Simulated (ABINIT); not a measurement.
# Quasiparticle gap of WS2 (Tungstenite) in ABINIT, part 2 of 2

Wanted: ground state, empty states, screening and self-energy for WS2 (Tungstenite).

ABINIT 10.8.3; PBE and many-body steps on it, plane waves. Known limits of the many-body steps: not at the basis limit; no spin-orbit coupling; coarse k mesh.

So far. Step 2 (Ground state): The gap is indirect, with the least direct gap 0.86 eV higher. Step 3 (Empty states on the mesh, 3×3×1 mesh, 166 bands): On this mesh the gap is 1.305 eV. The earlier step found 0.981 eV, so this mesh misses an edge.

## 4. Screening, 3×3×1 mesh, 152 bands, screening to 130.6 eV

The RPA dielectric matrix is built and inverted for each q.

This step: RPA screening on PBE, plane waves, norm-conserving pseudopotentials.

The input, run.abi:

```
acell 3*1.0 Angstrom
rprim 
  3.153199999992 0.000000000002 0.000000000000
  -1.576599999998 2.730751303206 0.000000000000
  0.000000000000 0.000000000000 12.323000000000
ntypat 2
znucl 74 16
natom 6
typat 1 1 2 2 2 2
xred 
  0.333333333333 0.666666666667 0.250000000000
  0.666666666667 0.333333333333 0.750000000000
  0.333333333333 0.666666666667 0.622500000000
  0.666666666667 0.333333333333 0.122500000000
  0.333333333333 0.666666666667 0.877500000000
  0.666666666667 0.333333333333 0.377500000000
pp_dirpath "pseudos"
pseudos "W.upf, S.upf"
ecut 31
ngkpt 3 3 1
nshiftk 1
shiftk 0 0 0
kptopt 1
chksymbreak 0
istwfk *1
occopt 1
irdwfk 1
optdriver 3
nband 152
ecuteps 4.8
inclvkb 2
awtr 1
symchi 1
indata_prefix "in"
outdata_prefix "out"
tmpdata_prefix "tmp"
```

Launch:

```
> OMP_NUM_THREADS=1 mpirun -n 4 abinit run.abi > log
```

Numbers of over 12 decimals in the logs are rounded to 6 here.

The program printed:

```text
.Version 10.8.3 of ABINIT. v10.8.2 released Aug 2026.

 Symmetries : space group P6_3/m m c (#194); Bravais hP (primitive hexag.)
[... echo of the input left out ...]
== DATASET  1 ==================================================================
-   mpi_nproc: 4, omp_nthreads: 1 (-1 if OMP is not activated)

--- !DatasetInfo
iteration_state: {dtset: 1, }
dimensions: {natom: 6, nkpt: 3, mband: 152, nsppol: 1, nspinor: 1, nspden: 1, mpw: 5917, }
cutoff_energies: {ecut:  31.0, pawecutdg:  -1.0, }
electrons: {nelect:   5.20000000E+01, charge:   0.00000000E+00, occopt:   1.00000000E+00, tsmear:   1.00000000E-02, }

 SCREENING: Calculation of the susceptibility and dielectric matrices

 Based on a program developped by R.W. Godby, V. Olevano, G. Onida, and L. Reining.
 Incorporated in ABINIT by V. Olevano, G.-M. Rignanese, and M. Torrent.
.Using double precision arithmetic ; gwpc =  8

[... cell and pseudopotentials left out ...]
--------------------------------------------------------------------------------

 ==== K-mesh for the wavefunctions ====
 Number of points in the irreducible wedge :     3
[... list of points left out ...]
 Together with 24 symmetry operations and time-reversal symmetry
 yields     9 points in the full Brillouin Zone.

 ==== Q-mesh for the screening function ====
 Number of points in the irreducible wedge :     3
[... list of points left out ...]
 Together with 24 symmetry operations and time-reversal symmetry
 yields     9 points in the full Brillouin Zone.

 setmesh: FFT mesh size selected  =    20x   20x   90
          total number of points  =        36000

 vcoul_init : cutoff-mode = AUXILIARY_FUNCTION
 q-points for optical limit:   1
     1)      0.000010    0.000020    0.000030

- screening: taking advantage of time-reversal symmetry
- Maximum band index for partially occupied states nbvw = 26
- Remaining bands to be divided among processors   nbcw = 126
- Number of bands treated by each node ~31

 Number of electrons calculated from density =   52.0000; Expected =   52.0000
 average of density, n =  0.072620
 r_s =    1.4869
 omega_plasma =   25.9946 [eV]

 calculating chi0 at frequencies [eV] :
  1    0.000000E+00    0.000000E+00
  2    0.000000E+00    2.599465E+01

--------------------------------------------------------------------------------
  q-point number  1        q = ( 0.000000, 0.000000, 0.000000) [r.l.u.]
--------------------------------------------------------------------------------
[... chi0 elements left out ...]
 For q-point:  0.000010 0.000020 0.000030
  dielectric constant =  17.4055
  dielectric constant without local fields =  19.4844

  Average fulfillment of the sum rule on Im[epsilon] for q-point    1 :     80.96  [%]
[... wings left out ...]
  q-point number  2        q = ( 0.333333, 0.000000, 0.000000) [r.l.u.]
--------------------------------------------------------------------------------
[... chi0 elements left out ...]
  Average fulfillment of the sum rule on Im[epsilon] for q-point    2 :     77.20  [%]

 [... 1 further q-points ...]
```

Wall time 32 s (4 MPI ranks of Arm Neoverse V1, shared host); peak memory 0.99 GiB; 2.1 min of CPU time.

Numbers from this step:

```yaml
eps_infinity_with_local_fields_on_this_mesh_along_the_program_s_q_direction: 17.41
the_same_without_local_fields: 19.48
plasma_frequency: 25.99 eV
plane_waves_in_the_screening_matrix: 341
```

Local fields lower ε∞ by 11 %. On a Γ-centred mesh this coarse the value itself is usually too large, while a short band sum pulls it down.

## 5. Self-energy, 3×3×1 mesh, 152 bands, screening to 130.6 eV

The self-energy is evaluated for the states that the input lists, and the levels follow from it, in one-shot runs by the linearised quasiparticle equation.

This step: G0W0 on PBE, plane waves, norm-conserving pseudopotentials.

run.abi: that of step 4 with these lines changed.

```diff
@@ -27,8 +27,17 @@
 irdwfk 1
-optdriver 3
+optdriver 4
 nband 152
+gwcalctyp 0
+ecutsigx 31
+symsigma 1
+nkptgw 2
+kptgw 
+  0.0000000000 0.0000000000 0.0000000000
+  0.3333333333 0.3333333333 0.0000000000
+bdgw 
+  25 28
+  25 28
 ecuteps 4.8
-inclvkb 2
-awtr 1
-symchi 1
+irdscr 1
+ppmodel 1
 indata_prefix "in"
```

The program printed:

```text
.Version 10.8.3 of ABINIT. v10.8.2 released Aug 2026.

 Symmetries : space group P6_3/m m c (#194); Bravais hP (primitive hexag.)
[... echo of the input left out ...]
== DATASET  1 ==================================================================
-   mpi_nproc: 4, omp_nthreads: 1 (-1 if OMP is not activated)

--- !DatasetInfo
iteration_state: {dtset: 1, }
dimensions: {natom: 6, nkpt: 3, mband: 152, nsppol: 1, nspinor: 1, nspden: 1, mpw: 5917, }
cutoff_energies: {ecut:  31.0, pawecutdg:  -1.0, }
electrons: {nelect:   5.20000000E+01, charge:   0.00000000E+00, occopt:   1.00000000E+00, tsmear:   1.00000000E-02, }

 SIGMA: Calculation of the GW corrections

 Based on a program developped by R.W. Godby, V. Olevano, G. Onida, and L. Reining.
 Incorporated in ABINIT by V. Olevano, G.-M. Rignanese, and M. Torrent.
.Using double precision arithmetic ; gwpc =  8

[... cell and pseudopotentials left out ...]
--------------------------------------------------------------------------------

 ==== K-mesh for the wavefunctions ====
 Number of points in the irreducible wedge :     3
[... list of points left out ...]
 Together with 24 symmetry operations and time-reversal symmetry
 yields     9 points in the full Brillouin Zone.

 ==== Q-mesh for screening function ====
 Number of points in the irreducible wedge :     3
[... list of points left out ...]
 Together with 24 symmetry operations and time-reversal symmetry
 yields     9 points in the full Brillouin Zone.

 vcoul_init : cutoff-mode = AUXILIARY_FUNCTION
 q-points for optical limit:   1
     1)      0.000010    0.000020    0.000030
 setmesh: FFT mesh size selected  =    25x   25x  120
          total number of points  =        75000

 Number of electrons calculated from density =   52.0000; Expected =   52.0000
 average of density, n =  0.072620
 r_s =    1.4869
 omega_plasma =   25.9946 [eV]

 === KS Band Gaps ===
  >>>> For spin  1
   Minimum direct gap =   1.8369 [eV], located at k-point      :   0.3333  0.3333  0.0000
   Fundamental gap    =   1.3050 [eV], Top of valence bands at :   0.0000  0.0000  0.0000
                                       Bottom of conduction at :   0.3333  0.3333  0.0000
 SIGMA fundamental parameters:
 PLASMON POLE MODEL  1
 number of plane-waves for SigmaX                 5885
 number of plane-waves for SigmaC and W            341
 number of plane-waves for wavefunctions          5885
 number of bands                                   152
 number of independent spin polarizations            1
 number of spinorial components                      1
 number of k-points in IBZ                           3
 number of q-points in IBZ                           3
 number of symmetry operations                      24
 number of k-points in BZ                            9
 number of q-points in BZ                            9
 number of frequencies for dSigma/dE                 9
 frequency step for dSigma/dE [eV]                0.25
 number of omega for Sigma on real axis              0
 max omega for Sigma on real axis  [eV]           0.00
 zcut for avoiding poles [eV]                     0.10

 EPSILON^-1 parameters (SCR file):
 dimension of the eps^-1 matrix on file            341
 dimension of the eps^-1 matrix used               341
 number of plane-waves for wavefunctions          5885
 number of bands                                   152
 number of q-points in IBZ                           3
 number of frequencies                               2
 number of real frequencies                          1
 number of imag frequencies                          1

 matrix elements of self-energy operator (all in [eV])

 Perturbative Calculation

--- !SelfEnergy_ee
iteration_state: {dtset: 1, }
kpoint     : [   0.000,    0.000,    0.000, ]
spin       : 1
KS_gap     :    2.311
QP_gap     :    2.829
Delta_QP_KS:    0.518
data: !SigmaeeData |
     Band     E0 <VxcDFT>   SigX SigC(E0)      Z dSigC/dE  Sig(E)    E-E0       E
       25   8.288 -14.437 -15.680   1.359   0.788  -0.269 -14.346   0.092   8.379
       26   9.509 -15.563 -16.434   1.133   0.784  -0.275 -15.358   0.205   9.714
       27  11.820 -15.231 -10.331  -3.981   0.787  -0.270 -14.508   0.723  12.543
       28  11.820 -15.231 -10.331  -3.981   0.787  -0.270 -14.508   0.723  12.543

--- !SelfEnergy_ee
iteration_state: {dtset: 1, }
kpoint     : [   0.333,    0.333,    0.000, ]
spin       : 1
KS_gap     :    1.837
QP_gap     :    2.562
Delta_QP_KS:    0.725
data: !SigmaeeData |
     Band     E0 <VxcDFT>   SigX SigC(E0)      Z dSigC/dE  Sig(E)    E-E0       E
       25   8.770 -15.016 -16.290   1.441   0.787  -0.271 -14.885   0.131   8.901
       26   8.977 -15.446 -16.647   1.423   0.786  -0.273 -15.272   0.174   9.151
       27  10.814 -16.352 -11.240  -3.968   0.786  -0.272 -15.453   0.899  11.713
       28  10.814 -16.352 -11.240  -3.968   0.786  -0.272 -15.453   0.899  11.713

== END DATASET(S) ==============================================================
================================================================================

 -outvars: echo values of variables after computation  --------
           etotal      0.0000000000E+00
            nband         152
             nkpt           3
          spgroup         194
 [... the other variables as echoed above ...]

 Calculation completed.
```

The job ended after 11 s (4 MPI ranks; peak memory 0.74 GiB; 42 s of CPU time).

This step gave:

* G0W0 gap on the points computed: 1.999 eV
* starting gap on the mesh: 1.305 eV
* k of the valence top: 0, 0, 0
* k of the conduction bottom: 0.3333, 0.3333, 0
* Z at the valence top: 0.784
* Z at the conduction bottom: 0.786
* least direct G0W0 gap on the computed points: 2.562 eV

The gap on the mesh goes from 1.31 eV to 2.00 eV, a correction of +0.69 eV. The start differs from the 0.98 eV found before because the two sample other k points.

Limits: finite bands, cutoff and mesh; no spin-orbit coupling; coarse k mesh. v1 is the top filled band, c1 the lowest empty one. Levels before and after the correction, in eV, zero at the valence-band top of each column:

```
           conduction bottom  valence top
Kohn-Sham               1.31         0.00
     G0W0               2.00         0.00
```

```
                           level  energy (eV)
Kohn-Sham                   Γ v2       -1.221
Kohn-Sham                   Γ v1        0.000
Kohn-Sham                Γ c1-c2        2.311
Kohn-Sham     (0.333 0.333 0) v2       -0.739
Kohn-Sham     (0.333 0.333 0) v1       -0.532
Kohn-Sham  (0.333 0.333 0) c1-c2        1.305
     G0W0                   Γ v2       -1.335
     G0W0                   Γ v1        0.000
     G0W0                Γ c1-c2        2.829
     G0W0     (0.333 0.333 0) v2       -0.813
     G0W0     (0.333 0.333 0) v1       -0.563
     G0W0  (0.333 0.333 0) c1-c2        1.999
```

## 6. Where the time went

Times are wall times on the hardware named with each run, good to a factor of about two.

```
                    step  time  share  memory (GiB)
            ground state  43 s   31 %          0.37
empty states on the mesh  53 s   38 %          0.29
               screening  32 s   23 %          0.99
             self-energy  11 s    8 %          0.74
```

## 7. Summary of results

```json
{
 "PBE gap": "0.98 eV, indirect",
 "G0W0 gap on the mesh": "2.00 eV",
 "G0W0 gap over the zone (rigid shift)": "1.67 eV",
 "GW settings": "3×3×1 mesh, 152 bands, screening to 130.6 eV, Godby-Needs plasmon pole",
 "known limits": "not at the basis limit; no spin-orbit coupling; coarse k mesh"
}
```

**Reading.** G0W0 moves the gap on the mesh from 1.31 eV to 2.00 eV (+0.69 eV), with Z of 0.78 and 0.79 at the edges. The mesh misses the band edges by 0.32 eV in all; a rigid shift gives 1.67 eV for the zone. Local fields lower the RPA ε∞ on this mesh from 19.48 to 17.41; a Γ-centred mesh this coarse tends to raise both, most where the direct gap is narrow, while a short band sum lowers them. Only 2 of the mesh's irreducible points were corrected, so a valley elsewhere could overtake. Bands and cutoff are finite, so the gap is not at the basis limit. The miss can reach some tenths of an eV and take either sign; the mesh is an error of its own. In the G0W0 run levels were corrected at 2 k points alone, so a gap called «on the mesh» is the least over those, and an edge elsewhere would be missed. A denser mesh or path gives a starting gap of 0.98 eV: the GW mesh misses a band edge, so its gaps are not the fundamental one. The 3×3×1 mesh is coarse for this cell, which bears on the long-range parts of exchange and screening. The many-body steps are scalar-relativistic: spin-orbit coupling is not in them.

[Paths, hosts, dates, memory and timing lines, banners, echoed tables and standing remarks are left out of the program output.]

[Logs are printed without paths, hosts, clocks, repeated set-up lines and the standing remarks that a program may print on its own settings, such as how far it seeks lower states.]

[Runs of the session that timed out or met a known fault of the program may be left out.]

[Hosts, paths, dates, database ids (printed as entryN), source tags and the programs' standing remarks are cut or masked in the printed files.]

[G0W0 gaps are taken among the corrected bands and points alone; a level outside them can change the order at an edge.]

[Where Ansatz stands beside ABINIT at settings called matched, ABINIT's density can come from a denser mesh and the files from another edition; pairs whose starting gaps differed by over 0.03 eV were left out, so agreement reads better than it is.]
